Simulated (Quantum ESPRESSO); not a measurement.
**Commensurate spirals of NiO**

Wanted: E(q) of NiO at simple fractions of a reciprocal vector.

Program: Quantum ESPRESSO 7.5. Level of theory: LDA with U = 6 eV on Ni d (ortho-atomic projectors); plane waves with GBRV 1.5 LDA potentials, no spin-orbit coupling, flat spiral in a supercell. Results are calculated unless marked as measured.

Most raw output is cut from this account.

## 1. Starting point

The structure is cubic, space group Fm-3m (No. 225). The conventional cell has a = 4.172 Å, b = 4.172 Å, c = 4.172 Å, α = 90.00°, β = 90.00°, γ = 90.00°. Nearest to Ni lie 6 O at 2.09 Å. Nearest to O lie 6 Ni at 2.09 Å. Farther neighbours and most contacts between anions are not listed.

The cell comes from the Crystallography Open Database.

## 2. Parallel moments, one cell

Contents of pw.in:

```
&CONTROL
  calculation = 'scf'
  prefix = 'pwscf'
  outdir = './tmp'
  pseudo_dir = './pseudo'
  disk_io = 'nowf'
/
&SYSTEM
  ibrav = 0
  celldm(1) = 8
  nat = 2
  ntyp = 2
  ecutwfc = 34
  ecutrho = 238
  nbnd = 38
  occupations = 'smearing'
  smearing = 'fd'
  degauss = 0.00734986
  noncolin = .true.
  starting_magnetization(1) = 0.1111
  angle1(1) = 90
  angle2(1) = 0
  starting_magnetization(2) = 0
/
&ELECTRONS
  conv_thr = 2d-08
  electron_maxstep = 150
  mixing_beta = 0.3
/
ATOMIC_SPECIES
Ni     58.6934 ni_lda_v1.4.uspp.F.UPF
O      15.9990 o_lda_v1.2.uspp.F.UPF
CELL_PARAMETERS alat
   0.0000000000000    0.4927228531442    0.4927228531442
   0.4927228531442    0.0000000000000    0.4927228531442
   0.4927228531442    0.4927228531442    0.0000000000000
ATOMIC_POSITIONS crystal
Ni      0.0000000000    0.0000000000    0.0000000000
O       0.5000000000    0.5000000000    0.5000000000
K_POINTS automatic
6 6 12 0 0 0
HUBBARD {ortho-atomic}
U Ni-3d 6.0000
```

Launch:

```console
OMP_NUM_THREADS=1 mpirun -n 4 pw.x -nk 4 -in pw.in > pw.out
```

It took 16 s on 4 MPI ranks of Arm Neoverse V2, shared host; peak memory 0.3 GiB.

Spin moment in the atom's sphere by atom:

```tsv
atom	x (μB)	y (μB)	z (μB)	size
Ni1	1.70	0.00	0.00	1.70
O2	0.24	0.00	0.00	0.24
```

Read from the output:

```
smearing term TS       : 2.45e-5 eV
magnetization          : 2, 0, 0 μB
absolute magnetization : 2.011 μB
final state            : ferromagnetic
```

## 3. One turn in 2 cells along the input cell's c

Neighbouring cells are turned by 180° in the xy plane; the cell holds 4 atoms.

Contents of pw.in:

```
&CONTROL
  calculation = 'scf'
  prefix = 'pwscf'
  outdir = './tmp'
  pseudo_dir = './pseudo'
  disk_io = 'nowf'
/
&SYSTEM
  ibrav = 0
  celldm(1) = 8
  nat = 4
  ntyp = 4
  ecutwfc = 34
  ecutrho = 238
  nbnd = 66
  occupations = 'smearing'
  smearing = 'fd'
  degauss = 0.00734986
  noncolin = .true.
  starting_magnetization(1) = 0.1111
  angle1(1) = 90
  angle2(1) = 0
  starting_magnetization(2) = 0.1111
  angle1(2) = 90
  angle2(2) = 180
  starting_magnetization(3) = 0
  starting_magnetization(4) = 0
/
&ELECTRONS
  conv_thr = 4d-08
  electron_maxstep = 150
  mixing_beta = 0.3
/
ATOMIC_SPECIES
Ni1    58.6934 ni_lda_v1.4.uspp.F.UPF
Ni2    58.6934 ni_lda_v1.4.uspp.F.UPF
O1     15.9990 o_lda_v1.2.uspp.F.UPF
O2     15.9990 o_lda_v1.2.uspp.F.UPF
CELL_PARAMETERS alat
   0.0000000000000    0.4927228531442    0.4927228531442
   0.4927228531442    0.0000000000000    0.4927228531442
   0.9854457062883    0.9854457062883    0.0000000000000
ATOMIC_POSITIONS crystal
Ni1     0.0000000000    0.0000000000    0.0000000000
Ni2     0.0000000000    0.0000000000    0.5000000000
O1      0.5000000000    0.5000000000    0.2500000000
O2      0.5000000000    0.5000000000    0.7500000000
K_POINTS automatic
6 6 6 0 0 0
HUBBARD {ortho-atomic}
U Ni1-3d 6.0000
U Ni2-3d 6.0000
```

Wall time 86 s (4 MPI ranks); peak memory 0.57 GiB.

Spin moment in the atom's sphere by atom:

```tsv
atom	x (μB)	y (μB)	z (μB)	size
Ni1	1.63	0.00	0.00	1.63
Ni2	-1.63	0.00	0.00	1.63
O3	0.00	0.00	0.00	0.00
O4	0.00	0.00	0.00	0.00
```

This step gave:

| Item | Value |
| --- | --- |
| smearing term TS | 1.16e-7 eV |
| magnetization | 0, 0, 0 μB |
| absolute magnetization | 3.514 μB |
| final state | antiferromagnetic |

## 4. One turn in 3 cells along the input cell's c

Neighbouring cells are turned by 120° in the xy plane; the cell holds 6 atoms.

Contents of pw.in:

```
&CONTROL
  calculation = 'scf'
  prefix = 'pwscf'
  outdir = './tmp'
  pseudo_dir = './pseudo'
  disk_io = 'nowf'
/
&SYSTEM
  ibrav = 0
  celldm(1) = 8
  nat = 6
  ntyp = 6
  ecutwfc = 34
  ecutrho = 238
  nbnd = 94
  occupations = 'smearing'
  smearing = 'fd'
  degauss = 0.00734986
  noncolin = .true.
  starting_magnetization(1) = 0.1111
  angle1(1) = 90
  angle2(1) = 0
  starting_magnetization(2) = 0.1111
  angle1(2) = 90
  angle2(2) = 119.999
  starting_magnetization(3) = 0.1111
  angle1(3) = 90
  angle2(3) = -119.999
  starting_magnetization(4) = 0
  starting_magnetization(5) = 0
  starting_magnetization(6) = 0
/
&ELECTRONS
  conv_thr = 6d-08
  electron_maxstep = 150
  mixing_beta = 0.3
/
ATOMIC_SPECIES
Ni1    58.6934 ni_lda_v1.4.uspp.F.UPF
Ni2    58.6934 ni_lda_v1.4.uspp.F.UPF
Ni3    58.6934 ni_lda_v1.4.uspp.F.UPF
O1     15.9990 o_lda_v1.2.uspp.F.UPF
O2     15.9990 o_lda_v1.2.uspp.F.UPF
O3     15.9990 o_lda_v1.2.uspp.F.UPF
CELL_PARAMETERS alat
   0.0000000000000    0.4927228531442    0.4927228531442
   0.4927228531442    0.0000000000000    0.4927228531442
   1.4781685594325    1.4781685594325    0.0000000000000
ATOMIC_POSITIONS crystal
Ni1     0.0000000000    0.0000000000    0.0000000000
Ni2     0.0000000000    0.0000000000    0.3333333333
Ni3     0.0000000000    0.0000000000    0.6666666667
O1      0.5000000000    0.5000000000    0.1666666667
O2      0.5000000000    0.5000000000    0.5000000000
O3      0.5000000000    0.5000000000    0.8333333333
K_POINTS automatic
6 6 4 0 0 0
HUBBARD {ortho-atomic}
U Ni1-3d 6.0000
U Ni2-3d 6.0000
U Ni3-3d 6.0000
```

Elapsed: 4.2 min, on 4 MPI ranks; peak memory 1.1 GiB; 17 min of CPU time.

Spin moment in the atom's sphere by atom:

```tsv
atom	x (μB)	y (μB)	z (μB)	size
Ni1	1.64	0.00	0.00	1.64
Ni2	-0.82	1.42	0.00	1.64
Ni3	-0.82	-1.42	0.00	1.64
O4	0.05	0.09	0.00	0.10
O5	-0.10	0.00	0.00	0.10
O6	0.05	-0.09	0.00	0.10
```

Numbers from this step:

* smearing term TS: 1.64e-6 eV
* magnetization: 0, 0, 0 μB
* absolute magnetization: 5.51 μB
* final state: non-collinear

Valence density in the ac plane at fractional y = 0.000, with atoms of Ni within 0.2 Å of it. It is the smooth field of the valence electrons, not physical close to the nuclei.

Ten steps, logarithmic in the rise over the least value, from '_' (0 e/Å³) to '@' (39 e/Å³), each cell a mean:
```
@@@@##++::__________..--++%%
++**++==::..____________..--
..........__________________
____________________________
____________________________
::..______________..::------
##++::..__________..--**##%%
@@@@**--..________..--**%%@@
@@@@##++::__________..--++%%
++**++==::..____________..--
..........__________________
____________________________
____________________________
::..______________..::------
##++::..__________..--**##%%
@@@@**--..________..--**%%@@
@@@@##++::__________..--++%%
++**++==::..____________..--
..........__________________
____________________________
____________________________
::..______________..::------
##++::..__________..--**##%%
@@@@**--..________..--**%%@@
```
Columns run along a (2.9 Å), rows up along c (8.8 Å). Atoms in or near the plane, at fractional coordinates: Ni at (0.00, 0.00), Ni at (0.00, 0.33), Ni at (0.00, 0.67).

## 5. One turn in 4 cells along the input cell's c

Neighbouring cells are turned by 90° in the xy plane; the cell holds 8 atoms.

Contents of pw.in:

```
&CONTROL
  calculation = 'scf'
  prefix = 'pwscf'
  outdir = './tmp'
  pseudo_dir = './pseudo'
  disk_io = 'nowf'
/
&SYSTEM
  ibrav = 0
  celldm(1) = 8
  nat = 8
  ntyp = 8
  ecutwfc = 34
  ecutrho = 238
  nbnd = 122
  occupations = 'smearing'
  smearing = 'fd'
  degauss = 0.00734986
  noncolin = .true.
  starting_magnetization(1) = 0.1111
  angle1(1) = 90
  angle2(1) = 0
  starting_magnetization(2) = 0.1111
  angle1(2) = 90
  angle2(2) = 90
  starting_magnetization(3) = 0.1111
  angle1(3) = 90
  angle2(3) = 180
  starting_magnetization(4) = 0.1111
  angle1(4) = 90
  angle2(4) = -90
  starting_magnetization(5) = 0
  starting_magnetization(6) = 0
  starting_magnetization(7) = 0
  starting_magnetization(8) = 0
/
&ELECTRONS
  conv_thr = 8d-08
  electron_maxstep = 150
  mixing_beta = 0.3
/
ATOMIC_SPECIES
Ni1    58.6934 ni_lda_v1.4.uspp.F.UPF
Ni2    58.6934 ni_lda_v1.4.uspp.F.UPF
Ni3    58.6934 ni_lda_v1.4.uspp.F.UPF
Ni4    58.6934 ni_lda_v1.4.uspp.F.UPF
O1     15.9990 o_lda_v1.2.uspp.F.UPF
O2     15.9990 o_lda_v1.2.uspp.F.UPF
O3     15.9990 o_lda_v1.2.uspp.F.UPF
O4     15.9990 o_lda_v1.2.uspp.F.UPF
CELL_PARAMETERS alat
   0.0000000000000    0.4927228531442    0.4927228531442
   0.4927228531442    0.0000000000000    0.4927228531442
   1.9708914125767    1.9708914125767    0.0000000000000
ATOMIC_POSITIONS crystal
Ni1     0.0000000000    0.0000000000    0.0000000000
Ni2     0.0000000000    0.0000000000    0.2500000000
Ni3     0.0000000000    0.0000000000    0.5000000000
Ni4     0.0000000000    0.0000000000    0.7500000000
O1      0.5000000000    0.5000000000    0.1250000000
O2      0.5000000000    0.5000000000    0.3750000000
O3      0.5000000000    0.5000000000    0.6250000000
O4      0.5000000000    0.5000000000    0.8750000000
K_POINTS automatic
6 6 3 0 0 0
HUBBARD {ortho-atomic}
U Ni1-3d 6.0000
U Ni2-3d 6.0000
U Ni3-3d 6.0000
U Ni4-3d 6.0000
```

It took 7.6 min on 4 MPI ranks; peak memory 1.4 GiB.

Numbers from this step:

```yaml
smearing_term_ts: 7.08e-6 eV
magnetization: 0, 0, 0 μB
absolute_magnetization: 7.584 μB
final_state: non-collinear
largest_moment: 1.660 μB
```

## 6. The spirals together

Spirals:

```tsv
q along the reciprocal vector	energy less that at q = 0 (meV a seeded atom)	largest site moment (μB)	typed angles kept	CPU time (s)
0	0	1.697	yes	61.96
0.25	-69.04	1.66	yes	1816
0.3333	-99.69	1.644	yes	1017
0.5	-128.1	1.629	yes	344.1
```

Table of energy less that at q = 0, self-consistent by path:

```tsv
path (Å⁻¹)	energy less that at q = 0, self-consistent (meV a seeded atom)
0.000	0
0.652	-69.0
0.870	-99.7
1.304	-128
```

## 7. Summary of results

| Property | Result |
| --- | --- |
| lowest point | q = 0.5 along c*, -128 meV a seeded atom |
| highest point | q = 0, 0 meV a seeded atom |

In words: The state at q = 0.5 lies 128 meV a seeded atom under the parallel one, with neighbouring cells opposed. The moment changes by 4.0 % between the spirals. The cell of 4 repeats took 29 times the CPU time of the single cell, though its mesh is shorter in proportion. Here c and c* are vectors of the cell in the input, which need not be the conventional cell, and only this direction was probed. The mesh is coarse, so differences of some ten meV can be noise in a metal. Energies are free energies at an electronic temperature of 1160 K, which lowers moments and differences where the moments are itinerant. The cutoff lies under the 40 Ry that these files are usually run at.

[Logs and program files are shortened in this print: banners, set-up blocks, solver, clock and traceback lines can be left out without a mark of their own.]

[Logs are printed without paths, hosts, clocks, repeated set-up lines and the standing remarks that a program may print on its own settings, such as how far it seeks lower states.]

[Hosts, paths, dates, database ids (printed as entryN), source tags and the programs' standing remarks are cut or masked in the printed files.]

[Where a cell is said to come from a database of computed structures, the database is the Materials Project.]
